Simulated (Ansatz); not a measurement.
# A thicker film of SiO2 (110) from three thinner ones

In a field along its normal an insulating film takes a dipole p. Written as a length, p/(ε₀AE), it should grow by 1 − 1/ε for each ångström added.

Set-up. Ansatz 0.2.0, plane waves with PAW datasets (its set soft_2), PBEsol; rutile films relaxed at a bulk in-plane lattice constant near the measured one, then held in weak fields of both signs with a dipole correction (A is the cell's area, E the outer field).

```tsv
run	distance between the outer atoms (Å)	p/(ε₀AE) (Å)
2 units	5.518	4.783
3 units	8.268	6.861
4 units	11.352	8.985
5 units	14.274	?
```

Q: Estimate the withheld value from the rows shown.

A least-squares line through the 3 rows shown has slope 0.7196 and intercept 0.8466; no row lies more than 0.065 Å off it. That slope means ε = 1/(1 − 0.7196) = 3.57. At 14.274 it gives 0.7196 × 14.274 + 0.8466 = 11.118 Å, beyond the rows fitted. Rounding and scatter of the rows alone allow about ±0.131 Å there.

The run itself gives 11.080 Å: a miss of −0.038 Å, or 0.3 % of the value. The length is met to within 1 %, though ε is more sensitive than the length: the two thickest films give ε = 3.53.

**Limits.** This is the electronic response alone. A unit is one step of the cut along the normal (a plane, a pair of planes or a cell), and the layers relax along it, away from their bulk spacing where the functional's lattice constant differs from the one held.

[Logs are printed without paths, hosts, clocks, repeated set-up lines and the standing remarks that a program may print on its own settings, such as how far it seeks lower states.]
